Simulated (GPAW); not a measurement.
# How TiPbS3 (model structure) absorbs and reflects light, part 2 of 2

Aim: the dielectric function of TiPbS3 (model structure), and the optical constants that follow from it. The cell was made here by substitution or stacking, whether or not such a phase is known. It was built so: All O replaced by S and Zr replaced by Ti in the Pm-3m structure of ZrPbO3. The cell given below was relaxed beforehand with Ansatz.

GPAW 26.7.0; DFT, RPBE, plane-wave PAW (GPAW data sets), scalar-relativistic, RPA, optical limit.

So far. Step 2 (Ground state): There are states at the Fermi level within the smearing, so the occupations stay smeared and the carriers get a Drude term.

## 4. Dielectric function, RPA

Transitions between filled and empty bands, summed over the zone, give the optical response, so mesh, band count and broadening shape it.

The induced potential is part of this response.

This step: DFT, RPBE, plane-wave PAW (GPAW data sets), scalar-relativistic, RPA, optical limit (GPAW 26.7.0).

File df.py:

```python
from gpaw.response.df import DielectricFunction

df = DielectricFunction('full.gpw', frequencies={'type': 'nonlinear', 'domega0': 0.03, 'omega2': 8},
                        ecut=30,
                        eta=0.05,
                        nbands=51,
                        rate=0.1,
                        txt='df.txt')
for direction in ['x']:
    df.get_dielectric_function(xc='RPA', direction=direction, filename=f'df_{direction}.csv')
```

Command:

```
OMP_NUM_THREADS=1 python df.py
```

Log:

```text
Using integrator: PointIntegrator
NonLinearFrequencyDescriptor(from 0.000 to 76.487 eV, 515 points)
Nonperiodic BCs:  [False False False]
Using integrator: PointIntegrator
NonLinearFrequencyDescriptor(from 0.000 to 76.487 eV, 515 points)
Nonperiodic BCs:  [False False False]
Using integrator: PointIntegrator

Calculating chi0 body with:
    Ground state adapter containing:
    Number of spins: 1
    Number of kpoints: 512
    Number of irreducible kpoints: 35
    Number of completely occupied states: 19
    Number of partially occupied states: 25

    Linear response parametrization:
    q_c: [0.0, 0.0, 0.0]
    Number of frequency points: 515
    Planewave cutoff: 30.0
    Number of bands: 51
    Number of planewaves: 33
    Broadening (eta): 0.05

Integrating chi0 body.

Symmetries of q_c:
    Direct symmetries (Uq -> q): 48
    Indirect symmetries (TUq -> q): 0
In total 48 allowed symmetries.

35 groups of equivalent kpoints. 93.1640625% reduction.

Integral kind: spectral function

Calculating chi0 optical extensions with:
    Ground state adapter containing:
    Number of spins: 1
    Number of kpoints: 512
    Number of irreducible kpoints: 35
    Number of completely occupied states: 19
    Number of partially occupied states: 25

    Linear response parametrization:
    Number of frequency points: 515
    Planewave cutoff: 30.0
    Number of bands: 51
    Number of planewaves: 33
    Broadening (eta): 0.05
Integrating chi0 head and wings.

Symmetries of q_c:
    Direct symmetries (Uq -> q): 48
    Indirect symmetries (TUq -> q): 0
In total 48 allowed symmetries.

35 groups of equivalent kpoints. 93.1640625% reduction.

Integral kind: spectral function wings

Calculating drude chi0 with:
    Number of frequency points:515
    Plasma frequency decay rate: 0.1 eV

    Ground state adapter containing:
    Number of spins: 1
    Number of kpoints: 512
    Number of irreducible kpoints: 35
    Number of completely occupied states: 19
    Number of partially occupied states: 25

Symmetries of q_c:
    Direct symmetries (Uq -> q): 48
    Indirect symmetries (TUq -> q): 0
In total 48 allowed symmetries.

35 groups of equivalent kpoints. 93.1640625% reduction.

Integral kind: intraband
Plasma frequency:
[[1.78+0.j 0.  -0.j 0.  +0.j]
 [0.  -0.j 1.78+0.j 0.  +0.j]
 [0.  +0.j 0.  +0.j 1.78+0.j]]
```

Wall time 18 s (1 thread of Arm Neoverse V2, shared host); peak memory 0.33 GiB.

The Im ε, E ∥ x has structure finer than the step of the table below, so its rows give means over 0.5 eV, whole bins alone (the curve runs from 0.305 to 15.0 eV). Peaks (eV: height): 0.75: 16.3, 1.56: 34.8, 2.02: 27.2, 2.59: 13.3, 3.51: 11.5.

Sum at mesh points, not converged in k. Im ε, E ∥ x against photon energy; means over each step:

```
photon energy (eV)  Im ε, E ∥ x
               1.0         7.75
               1.5         25.9
               2.0         17.3
               2.5         10.4
               3.0         8.63
               3.5         9.20
               4.0         8.67
               4.5         8.62
               5.0         7.71
               5.5         4.93
               6.0         2.68
               6.5         2.04
               7.0         1.79
               7.5         2.74
               8.0         3.34
               8.5         2.26
               9.0         2.07
               9.5         2.22
              10.0         2.12
              10.5         1.94
              11.0         2.07
              11.5         2.07
              12.0         1.94
              12.5         2.32
              13.0         1.62
              13.5         1.11
              14.0         1.05
              14.5        0.820
```

Values under 1 per cm are given as 1; sum at mesh points, not converged in k. Absorption coefficient, E ∥ x against photon energy:

| photon energy (eV) | absorption coefficient, E ∥ x (1/cm) |
| --- | --- |
| 0.492 | 50620 |
| 1.010 | 44040 |
| 1.486 | 4.0e5 |
| 1.985 | 6.6e5 |
| 2.508 | 4.8e5 |
| 3.018 | 5.9e5 |
| 3.510 | 7.9e5 |
| 3.980 | 8.6e5 |
| 4.516 | 1.1e6 |
| 4.981 | 1.2e6 |
| 5.515 | 1.2e6 |
| 6.021 | 1.0e6 |
| 6.494 | 7.6e5 |
| 6.985 | 5.9e5 |
| 7.496 | 6.8e5 |
| 8.026 | 1.2e6 |
| 8.516 | 8.6e5 |
| 9.023 | 8.6e5 |
| 9.483 | 8.8e5 |
| 10.026 | 9.7e5 |
| 10.519 | 1.0e6 |
| 11.029 | 1.0e6 |
| 11.479 | 1.3e6 |
| 12.023 | 1.1e6 |
| 12.504 | 1.6e6 |
| 13.000 | 1.5e6 |
| 13.512 | 1.2e6 |
| 14.040 | 1.2e6 |
| 14.493 | 1.1e6 |

The loss function −Im 1/ε at q → 0, E ∥ x has structure finer than the step of the table below, so its rows give means over 0.5 eV, whole bins alone (the curve runs from 0.305 to 15.0 eV). Peaks (eV: height): 6.99: 0.675, 9.02: 0.654, 10.59: 0.565, 14.87: 1.42.

Sum at mesh points, not converged in k. Table of loss function −Im 1/ε at q → 0, E ∥ x by energy loss; means over each step:

| energy loss (eV) | loss function −Im 1/ε at q → 0, E ∥ x |
| --- | --- |
| 1.0 | 0.0226 |
| 1.5 | 0.0285 |
| 2.0 | 0.0565 |
| 2.5 | 0.0924 |
| 3.0 | 0.113 |
| 3.5 | 0.101 |
| 4.0 | 0.114 |
| 4.5 | 0.115 |
| 5.0 | 0.119 |
| 5.5 | 0.138 |
| 6.0 | 0.222 |
| 6.5 | 0.408 |
| 7.0 | 0.531 |
| 7.5 | 0.329 |
| 8.0 | 0.293 |
| 8.5 | 0.439 |
| 9.0 | 0.482 |
| 9.5 | 0.442 |
| 10.0 | 0.476 |
| 10.5 | 0.511 |
| 11.0 | 0.476 |
| 11.5 | 0.484 |
| 12.0 | 0.512 |
| 12.5 | 0.408 |
| 13.0 | 0.511 |
| 13.5 | 0.768 |
| 14.0 | 0.881 |
| 14.5 | 1.13 |

The reflectivity at normal incidence, E ∥ x has structure finer than the step of the table below, so its rows give means over 0.5 eV, whole bins alone (the curve runs from 0.305 to 15.0 eV). Peaks (eV: height): 0.72: 46.3, 1.59: 59.6, 2.06: 61.2, 2.62: 45.1, 4.56: 44.7, 5.47: 53.7, 5.92: 54.2.

Sum at mesh points, not converged in k. The reflectivity at normal incidence, E ∥ x by photon energy; means over each step:

| photon energy (eV) | reflectivity at normal incidence, E ∥ x (%) |
| --- | --- |
| 1.0 | 41.1 |
| 1.5 | 55.3 |
| 2.0 | 52.0 |
| 2.5 | 39.9 |
| 3.0 | 37.1 |
| 3.5 | 36.9 |
| 4.0 | 38.0 |
| 4.5 | 41.5 |
| 5.0 | 45.0 |
| 5.5 | 51.3 |
| 6.0 | 48.7 |
| 6.5 | 33.1 |
| 7.0 | 18.5 |
| 7.5 | 16.5 |
| 8.0 | 30.3 |
| 8.5 | 22.0 |
| 9.0 | 21.8 |
| 9.5 | 17.5 |
| 10.0 | 21.2 |
| 10.5 | 17.6 |
| 11.0 | 17.7 |
| 11.5 | 20.2 |
| 12.0 | 17.6 |
| 12.5 | 26.7 |
| 13.0 | 32.2 |
| 13.5 | 29.1 |
| 14.0 | 24.9 |
| 14.5 | 25.4 |

The Im ε, E ∥ x has structure finer than the step of the table below, so its rows give means over 0.25 eV, whole bins alone (the curve runs from 0.305 to 15.0 eV). Peaks (eV: height): without local fields 0.748: 17.1, 1.382: 32.9, 1.556: 37.1, 1.985: 28.4, 2.585: 14.1, 3.510: 11.8; with local fields 0.748: 16.3, 1.556: 34.8, 2.022: 27.2, 2.585: 13.3, 3.510: 11.5.

Sum at mesh points, not converged in k. Im ε, E ∥ x against photon energy; means over each step:

```
photon energy (eV)  without local fields  with local fields
              0.50                  7.50               7.41
              0.75                  13.1               12.5
              1.00                  5.07               4.83
              1.25                  15.6               14.5
              1.50                  32.3               30.1
              1.75                  19.4               18.6
              2.00                  22.5               21.5
              2.25                  10.0               9.86
              2.50                  11.6               10.9
              2.75                  11.2               10.7
              3.00                  8.96               8.59
              3.25                  8.19               7.78
              3.50                  10.4               10.1
              3.75                  9.43               8.80
              4.00                  9.52               8.96
              4.25                  9.17               8.49
              4.50                  9.68               8.98
              4.75                  8.27               7.56
              5.00                  8.79               8.22
              5.25                  6.70               6.46
              5.50                  4.88               4.69
              5.75                  3.80               3.64
              6.00                  2.86               2.60
              6.25                  2.38               2.15
              6.50                  2.16               1.94
              6.75                  2.11               1.94
              7.00                  1.82               1.62
              7.25                  2.46               2.17
              7.50                  3.15               2.67
              7.75                  4.50               3.78
              8.00                  3.87               3.44
              8.25                  2.53               2.24
              8.50                  2.72               2.21
              8.75                  3.37               2.53
              9.00                  2.64               1.84
              9.25                  3.45               2.08
              9.50                  3.54               2.07
              9.75                  3.56               2.58
             10.00                  2.66               1.95
             10.25                  2.95               2.00
             10.50                  2.71               1.89
             10.75                  3.09               2.01
             11.00                  3.29               2.03
             11.25                  3.54               2.13
             11.50                  2.49               2.16
             11.75                  2.45               1.86
             12.00                  2.21               1.88
             12.25                  2.10               2.30
             12.50                  1.98               2.46
             12.75                  2.45               1.89
             13.00                  2.06               1.62
             13.25                  1.87               1.26
             13.50                  1.70               1.07
             13.75                  1.41               1.08
             14.00                  1.36               1.05
             14.25                  1.08              0.988
             14.50                 0.981              0.795
             14.75                 0.885              0.724
```

From ε follow the optical constants at some laser and lamp lines:

```
wavelength (nm)     n      k  R (%)     1/α
           1550  4.03  1.761   43.2   70 nm
           1064  5.15  0.580   46.0  146 nm
            633  4.14  2.867   52.2   18 nm
            450  2.36  2.226   41.9   16 nm
            365  2.60  1.814   36.0   16 nm
            308  2.15  2.193   41.6   11 nm
            193  0.72  1.311   38.5   12 nm
```

In reflection the computed colour is faintly red: x = 0.347, y = 0.334, luminous reflectivity 47 %.

## 5. Results

In words: At this level (RPBE, RPA) TiPbS3 is a metal. The mesh is too coarse to trust the carriers' weight, the reflectivity or the colour to better than tens of per cent. In reflection the computed colour is faintly red: x = 0.347, y = 0.334, luminous reflectivity 47 %. The carriers' damping of 0.1 eV is typed, not computed; it shapes the response at the lowest energies. The run has no spin polarisation; magnetic order or correlation, untested here, could change the spectrum. Spin-orbit coupling is left out although heavy atoms are present. In this version of GPAW the matrix elements of the optical limit are incomplete, which can lower ε − 1 by up to a tenth where first-row anions or d states rule, and shift it by more in d metals. GPAW's carrier term has the form −ωp²/(ω + i·rate)², which damps like twice the rate and fails at low energy, so the curves leave the lowest energies out. The sum runs over mesh points 0.16 Å⁻¹ apart with no interpolation, so peaks are partly noise of the mesh, and the Drude plasma energy, a sum over the Fermi surface, isn't converged.

[Machine, clock and banner lines and Python warnings are left out of the logs.]

[Logs are printed without paths, hosts, clocks, repeated set-up lines and the standing remarks that a program may print on its own settings, such as how far it seeks lower states.]

[Hosts, paths, dates, database ids (printed as entryN), source tags and the programs' standing remarks are cut or masked in the printed files.]
